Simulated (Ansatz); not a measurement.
# Preparing MgH2 (P4_2/mnm) as a host crystal, part 2 of 3

Aim: the runs on the perfect crystal MgH2 (P4_2/mnm) that a defect calculation needs first.

Ansatz 0.2.0; plane-wave PAW DFT, PBEsol; relaxation of the host's cell and atoms (the session's first sound run).

So far. Step 3 (Dielectric tensors of the host): The principal values of the electronic dielectric tensor are 4.16, 4.16 and 4.21. The principal values of the static dielectric tensor are 8.50, 11.89 and 11.89.

## 4. Defect free supercell relaxed from its symmetric sites

This cell, the one that will hold the defects, is built from the relaxed host. Its coarser k-points can move the atoms a little, so it is relaxed from the symmetric sites, as the reference for the test of stability.

This step: plane-wave PAW DFT, PBEsol; relaxation of the defect-free supercell from its symmetric sites (Ansatz 0.2.0).

System of this step: MgH2 (P4_2/mnm). The cell holds 72 atoms: 24 Mg and 48 H. Cell: a = 8.954 Å, b = 8.954 Å, c = 9.023 Å, α = 90.0°, β = 90.0°, γ = 90.0°.

pristine.symmetric/input.yaml

```yaml
crystal:
  lattice:
    - [8.9543703058, 0.0, 0.0]
    - [0.0, 8.9543703058, 0.0]
    - [0.0, 0.0, 9.023222099]
  atoms:
    - { symbol: Mg, position: [0.25, 0.25, 0.1666666667] }
    - { symbol: Mg, position: [0.0, 0.0, 0.0] }
    - { symbol: H, position: [0.3477718752, 0.3477718752, 0.0] }
    - { symbol: H, position: [0.4022281248, 0.0977718752, 0.1666666667] }
    - { symbol: H, position: [0.1522281248, 0.1522281248, 0.0] }
    - { symbol: H, position: [0.0977718752, 0.4022281248, 0.1666666667] }
    - { symbol: Mg, position: [0.25, 0.25, 0.5] }
    - { symbol: Mg, position: [0.0, 0.0, 0.3333333333] }
    - { symbol: H, position: [0.3477718752, 0.3477718752, 0.3333333333] }
    - { symbol: H, position: [0.4022281248, 0.0977718752, 0.5] }
    - { symbol: H, position: [0.1522281248, 0.1522281248, 0.3333333333] }
    - { symbol: H, position: [0.0977718752, 0.4022281248, 0.5] }
    - { symbol: Mg, position: [0.25, 0.25, 0.8333333333] }
    - { symbol: Mg, position: [0.0, 0.0, 0.6666666667] }
    - { symbol: H, position: [0.3477718752, 0.3477718752, 0.6666666667] }
    - { symbol: H, position: [0.4022281248, 0.0977718752, 0.8333333333] }
    - { symbol: H, position: [0.1522281248, 0.1522281248, 0.6666666667] }
    - { symbol: H, position: [0.0977718752, 0.4022281248, 0.8333333333] }
    - { symbol: Mg, position: [0.25, 0.75, 0.1666666667] }
    - { symbol: Mg, position: [0.0, 0.5, 0.0] }
    - { symbol: H, position: [0.3477718752, 0.8477718752, 0.0] }
    - { symbol: H, position: [0.4022281248, 0.5977718752, 0.1666666667] }
    - { symbol: H, position: [0.1522281248, 0.6522281248, 0.0] }
    - { symbol: H, position: [0.0977718752, 0.9022281248, 0.1666666667] }
    - { symbol: Mg, position: [0.25, 0.75, 0.5] }
    - { symbol: Mg, position: [0.0, 0.5, 0.3333333333] }
    - { symbol: H, position: [0.3477718752, 0.8477718752, 0.3333333333] }
    - { symbol: H, position: [0.4022281248, 0.5977718752, 0.5] }
    - { symbol: H, position: [0.1522281248, 0.6522281248, 0.3333333333] }
    - { symbol: H, position: [0.0977718752, 0.9022281248, 0.5] }
    - { symbol: Mg, position: [0.25, 0.75, 0.8333333333] }
    - { symbol: Mg, position: [0.0, 0.5, 0.6666666667] }
    - { symbol: H, position: [0.3477718752, 0.8477718752, 0.6666666667] }
    - { symbol: H, position: [0.4022281248, 0.5977718752, 0.8333333333] }
    - { symbol: H, position: [0.1522281248, 0.6522281248, 0.6666666667] }
    - { symbol: H, position: [0.0977718752, 0.9022281248, 0.8333333333] }
    - { symbol: Mg, position: [0.75, 0.25, 0.1666666667] }
    - { symbol: Mg, position: [0.5, 0.0, 0.0] }
    - { symbol: H, position: [0.8477718752, 0.3477718752, 0.0] }
    - { symbol: H, position: [0.9022281248, 0.0977718752, 0.1666666667] }
    - { symbol: H, position: [0.6522281248, 0.1522281248, 0.0] }
    - { symbol: H, position: [0.5977718752, 0.4022281248, 0.1666666667] }
    - { symbol: Mg, position: [0.75, 0.25, 0.5] }
    - { symbol: Mg, position: [0.5, 0.0, 0.3333333333] }
    - { symbol: H, position: [0.8477718752, 0.3477718752, 0.3333333333] }
    - { symbol: H, position: [0.9022281248, 0.0977718752, 0.5] }
    - { symbol: H, position: [0.6522281248, 0.1522281248, 0.3333333333] }
    - { symbol: H, position: [0.5977718752, 0.4022281248, 0.5] }
    - { symbol: Mg, position: [0.75, 0.25, 0.8333333333] }
    - { symbol: Mg, position: [0.5, 0.0, 0.6666666667] }
    - { symbol: H, position: [0.8477718752, 0.3477718752, 0.6666666667] }
    - { symbol: H, position: [0.9022281248, 0.0977718752, 0.8333333333] }
    - { symbol: H, position: [0.6522281248, 0.1522281248, 0.6666666667] }
    - { symbol: H, position: [0.5977718752, 0.4022281248, 0.8333333333] }
    - { symbol: Mg, position: [0.75, 0.75, 0.1666666667] }
    - { symbol: Mg, position: [0.5, 0.5, 0.0] }
    - { symbol: H, position: [0.8477718752, 0.8477718752, 0.0] }
    - { symbol: H, position: [0.9022281248, 0.5977718752, 0.1666666667] }
    - { symbol: H, position: [0.6522281248, 0.6522281248, 0.0] }
    - { symbol: H, position: [0.5977718752, 0.9022281248, 0.1666666667] }
    - { symbol: Mg, position: [0.75, 0.75, 0.5] }
    - { symbol: Mg, position: [0.5, 0.5, 0.3333333333] }
    - { symbol: H, position: [0.8477718752, 0.8477718752, 0.3333333333] }
    - { symbol: H, position: [0.9022281248, 0.5977718752, 0.5] }
    - { symbol: H, position: [0.6522281248, 0.6522281248, 0.3333333333] }
    - { symbol: H, position: [0.5977718752, 0.9022281248, 0.5] }
    - { symbol: Mg, position: [0.75, 0.75, 0.8333333333] }
    - { symbol: Mg, position: [0.5, 0.5, 0.6666666667] }
    - { symbol: H, position: [0.8477718752, 0.8477718752, 0.6666666667] }
    - { symbol: H, position: [0.9022281248, 0.5977718752, 0.8333333333] }
    - { symbol: H, position: [0.6522281248, 0.6522281248, 0.6666666667] }
    - { symbol: H, position: [0.5977718752, 0.9022281248, 0.8333333333] }
basis:
  ecutwfc: 420
  xc_grid: 2
hamiltonian:
  xc: pbesol
kpoints:
  mp_grid: { grid: [1, 1, 1], shift: [0.25, 0.25, 0.25] }
scf:
  occupations: { method: fermi_dirac, width: 0.01 }
  max_iter: 80
output:
  forces: true
relax:
  f_tol: 0.01
  max_steps: 60
  escape_saddle: false
checkpoint:
  write: "../pristine.symmetric.run"
  compress: false
  write_wavefunctions: false
  write_every: 100000
```

On the command line:

```sh
> ansatz run input.yaml --threads 8 --pin off --max-ram 13189MiB --backend cpu --events-out ev --progress --plain --runs-dir out
```

Numbers of over 12 decimals in the logs are rounded to 6 here.

What it wrote:

```text
[...]
Crystal: 72 atoms, lattice volume = 723.489 Å³
Basis set: ecut = 420 eV, 14111 PW (Γ), exchange–correlation on 120×120×128 points (8 copies of the dense FFT grid, shifted against one another)
Bands: 216, of which v1, the nominal top of the filled ones, is band 144 counted from 1 (143 counted from 0)
Symmetry: 48 space group operations
k-points: 1
[...]
SCF iter   1: F=—  HF=-46653.564023 eV  |F-HF|=—  |Δ(HF+E_count)|=         —  Δρ=7.70e-3  dr2=3.06e-1  ethr=1.77e-3  ⟨swp⟩=6.0  Hψ=981  notcnv=0  defer=31
[...]
SCF iter   6: F=-46653.456207 eV  HF=-46653.456207 eV  |F-HF|=3.51e-9  |Δ(HF+E_count)|=   3.00e-7  Δρ=1.01e-6  dr2=6.48e-9  ethr=2.01e-10  ⟨swp⟩=1.0  Hψ=417  notcnv=0
SCF 1 converged in 6 iterations: F = -46653.456207 eV  dr2 = 6.48e-9
[...]
relax step   1: F+E_penalty+E_count = -46653.45620716 eV  Δ(F+E_penalty+E_count) = +0.000e0 eV  max|allowed force component| = 3.328e-3 eV/Å  Δτ_max = 0.0000 Å  (6 SCF iters, dr2 threshold 2.50e-6 eV, accepted)
[...]
SCF iter   3: F=-46653.456207 eV  HF=-46653.456207 eV  |F-HF|=3.42e-10  |Δ(HF+E_count)|=  9.82e-10  Δρ=3.14e-7  dr2=7.93e-10  ethr=1.04e-12  ⟨swp⟩=1.0  Hψ=513  notcnv=0
SCF 2 converged in 3 iterations: F = -46653.456207 eV  dr2 = 7.93e-10
relax step   2: F+E_penalty+E_count = -46653.45620716 eV  Δ(F+E_penalty+E_count) = -7.276e-10 eV  max|allowed force component| = 3.328e-3 eV/Å  Δτ_max = 0.0000 Å  (3 SCF iters, accepted)
SCF converged after 3 iterations
Free energy (F): -46653.456207 eV
[...]
Internal energy: -46653.456207 eV  (E = F + TS)
E sigma→0 (E₀):  -46653.456207 eV
Fermi energy:    3.834723 eV
[...]
--- Forces (eV/Å), atoms counted from 1 ---
  atom   1  Mg    -0.00000000    -0.00000000    -0.00000000
  atom   2  Mg     0.00000000    -0.00000000     0.00000000
  atom   3  H     -0.00018641    -0.00018641     0.00332840
  atom   4  H      0.00113143    -0.00113143     0.00000000
  atom   5  H      0.00018641     0.00018641    -0.00332840
  atom   6  H     -0.00113143     0.00113143    -0.00000000
  atom   7  Mg     0.00000000     0.00000000     0.00000000
  atom   8  Mg    -0.00000000     0.00000000     0.00000000
  atom   9  H     -0.00018641    -0.00018641     0.00332840
  atom  10  H      0.00113143    -0.00113143     0.00000000
  atom  11  H      0.00018641     0.00018641    -0.00332840
  atom  12  H     -0.00113143     0.00113143     0.00000000
  atom  13  Mg     0.00000000     0.00000000     0.00000000
  atom  14  Mg    -0.00000000     0.00000000     0.00000000
  atom  15  H     -0.00018641    -0.00018641     0.00332840
  atom  16  H      0.00113143    -0.00113143     0.00000000
  atom  17  H      0.00018641     0.00018641    -0.00332840
  atom  18  H     -0.00113143     0.00113143     0.00000000
  atom  19  Mg    -0.00000000     0.00000000    -0.00000000
  atom  20  Mg     0.00000000     0.00000000     0.00000000
  atom  21  H     -0.00018641    -0.00018641     0.00332840
  atom  22  H      0.00113143    -0.00113143     0.00000000
  atom  23  H      0.00018641     0.00018641    -0.00332840
  atom  24  H     -0.00113143     0.00113143     0.00000000
  atom  25  Mg    -0.00000000     0.00000000     0.00000000
  atom  26  Mg     0.00000000     0.00000000     0.00000000
  atom  27  H     -0.00018641    -0.00018641     0.00332840
  atom  28  H      0.00113143    -0.00113143    -0.00000000
  atom  29  H      0.00018641     0.00018641    -0.00332840
  atom  30  H     -0.00113143     0.00113143    -0.00000000
  atom  31  Mg     0.00000000    -0.00000000     0.00000000
  atom  32  Mg    -0.00000000    -0.00000000    -0.00000000
  atom  33  H     -0.00018641    -0.00018641     0.00332840
  atom  34  H      0.00113143    -0.00113143    -0.00000000
  atom  35  H      0.00018641     0.00018641    -0.00332840
  atom  36  H     -0.00113143     0.00113143    -0.00000000
  atom  37  Mg     0.00000000    -0.00000000     0.00000000
  atom  38  Mg     0.00000000     0.00000000     0.00000000
  atom  39  H     -0.00018641    -0.00018641     0.00332840
  atom  40  H      0.00113143    -0.00113143     0.00000000
[...]
atom  61  Mg     0.00000000     0.00000000     0.00000000
  atom  62  Mg     0.00000000     0.00000000     0.00000000
  atom  63  H     -0.00018641    -0.00018641     0.00332840
  atom  64  H      0.00113143    -0.00113143    -0.00000000
  atom  65  H      0.00018641     0.00018641    -0.00332840
  atom  66  H     -0.00113143     0.00113143    -0.00000000
  atom  67  Mg    -0.00000000    -0.00000000     0.00000000
  atom  68  Mg    -0.00000000     0.00000000     0.00000000
  atom  69  H     -0.00018641    -0.00018641     0.00332840
  atom  70  H      0.00113143    -0.00113143    -0.00000000
  atom  71  H      0.00018641     0.00018641    -0.00332840
  atom  72  H     -0.00113143     0.00113143     0.00000000
  max |Σ_I F_I| component: 9.97e-18 eV/Å
--- Relaxed structure (2 steps of the walk, 2 accepted, 0 SCFs on fresh bases) ---
  F+E_penalty+E_count = -46653.45620716 eV   max|allowed force component| = 3.328e-3 eV/Å
  atoms:
    - { symbol: Mg, position: [0.25, 0.25, 0.166667] }
    - { symbol: Mg, position: [0.0, 0.0, 0.0] }
    - { symbol: H, position: [0.3477718752, 0.3477718752, 0.0] }
    - { symbol: H, position: [0.4022281248, 0.0977718752, 0.166667] }
    - { symbol: H, position: [0.1522281248, 0.1522281248, 0.0] }
    - { symbol: H, position: [0.0977718752, 0.4022281248, 0.166667] }
    - { symbol: Mg, position: [0.25, 0.25, 0.5] }
    - { symbol: Mg, position: [0.0, 0.0, 0.333333] }
    - { symbol: H, position: [0.3477718752, 0.3477718752, 0.333333] }
    - { symbol: H, position: [0.4022281248, 0.0977718752, 0.5] }
    - { symbol: H, position: [0.1522281248, 0.1522281248, 0.333333] }
    - { symbol: H, position: [0.0977718752, 0.4022281248, 0.5] }
    - { symbol: Mg, position: [0.25, 0.25, 0.833333] }
    - { symbol: Mg, position: [0.0, 0.0, 0.666667] }
    - { symbol: H, position: [0.3477718752, 0.3477718752, 0.666667] }
    - { symbol: H, position: [0.4022281248, 0.0977718752, 0.833333] }
    - { symbol: H, position: [0.1522281248, 0.1522281248, 0.666667] }
    - { symbol: H, position: [0.0977718752, 0.4022281248, 0.833333] }
    - { symbol: Mg, position: [0.25, 0.75, 0.166667] }
    - { symbol: Mg, position: [0.0, 0.5, 0.0] }
    - { symbol: H, position: [0.3477718752, 0.8477718752, 0.0] }
    - { symbol: H, position: [0.4022281248, 0.5977718752, 0.166667] }
    - { symbol: H, position: [0.1522281248, 0.6522281248, 0.0] }
    - { symbol: H, position: [0.0977718752, 0.9022281248, 0.166667] }
    - { symbol: Mg, position: [0.25, 0.75, 0.5] }
    - { symbol: Mg, position: [0.0, 0.5, 0.333333] }
    - { symbol: H, position: [0.3477718752, 0.8477718752, 0.333333] }
    - { symbol: H, position: [0.4022281248, 0.5977718752, 0.5] }
    - { symbol: H, position: [0.1522281248, 0.6522281248, 0.333333] }
    - { symbol: H, position: [0.0977718752, 0.9022281248, 0.5] }
    - { symbol: Mg, position: [0.25, 0.75, 0.833333] }
    - { symbol: Mg, position: [0.0, 0.5, 0.666667] }
    - { symbol: H, position: [0.3477718752, 0.8477718752, 0.666667] }
    - { symbol: H, position: [0.4022281248, 0.5977718752, 0.833333] }
    - { symbol: H, position: [0.1522281248, 0.6522281248, 0.666667] }
    - { symbol: H, position: [0.0977718752, 0.9022281248, 0.833333] }
    - { symbol: Mg, position: [0.75, 0.25, 0.166667] }
    - { symbol: Mg, position: [0.5, 0.0, 0.0] }
    - { symbol: H, position: [0.8477718752, 0.3477718752, 0.0] }
    - { symbol: H, position: [0.9022281248, 0.0977718752, 0.166667] }
    - { symbol: H, position: [0.6522281248, 0.1522281248, 0.0] }
    - { symbol: H, position: [0.5977718752, 0.4022281248, 0.166667] }
    - { symbol: Mg, position: [0.75, 0.25, 0.5] }
    - { symbol: Mg, position: [0.5, 0.0, 0.333333] }
    - { symbol: H, position: [0.8477718752, 0.3477718752, 0.333333] }
    - { symbol: H, position: [0.9022281248, 0.0977718752, 0.5] }
    - { symbol: H, position: [0.6522281248, 0.1522281248, 0.333333] }
    - { symbol: H, position: [0.5977718752, 0.4022281248, 0.5] }
    - { symbol: Mg, position: [0.75, 0.25, 0.833333] }
    - { symbol: Mg, position: [0.5, 0.0, 0.666667] }
    - { symbol: H, position: [0.8477718752, 0.3477718752, 0.666667] }
    - { symbol: H, position: [0.9022281248, 0.0977718752, 0.833333] }
    - { symbol: H, position: [0.6522281248, 0.1522281248, 0.666667] }
    - { symbol: H, position: [0.5977718752, 0.4022281248, 0.833333] }
    - { symbol: Mg, position: [0.75, 0.75, 0.166667] }
    - { symbol: Mg, position: [0.5, 0.5, 0.0] }
    - { symbol: H, position: [0.8477718752, 0.8477718752, 0.0] }
    - { symbol: H, position: [0.9022281248, 0.5977718752, 0.166667] }
    - { symbol: H, position: [0.6522281248, 0.6522281248, 0.0] }
    - { symbol: H, position: [0.5977718752, 0.9022281248, 0.166667] }
    - { symbol: Mg, position: [0.75, 0.75, 0.5] }
    - { symbol: Mg, position: [0.5, 0.5, 0.333333] }
    - { symbol: H, position: [0.8477718752, 0.8477718752, 0.333333] }
    - { symbol: H, position: [0.9022281248, 0.5977718752, 0.5] }
    - { symbol: H, position: [0.6522281248, 0.6522281248, 0.333333] }
    - { symbol: H, position: [0.5977718752, 0.9022281248, 0.5] }
    - { symbol: Mg, position: [0.75, 0.75, 0.833333] }
    - { symbol: Mg, position: [0.5, 0.5, 0.666667] }
    - { symbol: H, position: [0.8477718752, 0.8477718752, 0.666667] }
    - { symbol: H, position: [0.9022281248, 0.5977718752, 0.833333] }
    - { symbol: H, position: [0.6522281248, 0.6522281248, 0.666667] }
    - { symbol: H, position: [0.5977718752, 0.9022281248, 0.833333] }
```

Wall time 5.2 s (8 threads of Arm Neoverse N1, shared host); peak memory 1.1 GiB.

No atom moved by 0.005 Å in the relaxation.

[end of part 2 of 3]

[Logs are printed without paths, hosts, clocks, repeated set-up lines and the standing remarks that a program may print on its own settings, such as how far it seeks lower states.]

[Hosts, paths, dates, database ids (printed as entryN), source tags and the programs' standing remarks are cut or masked in the printed files.]

[Runs of the host that timed out are not shown.]

[For some hosts the program warned that the k-mesh of the response run may be too coarse for force constants and the static dielectric constant; such warnings are not always shown.]
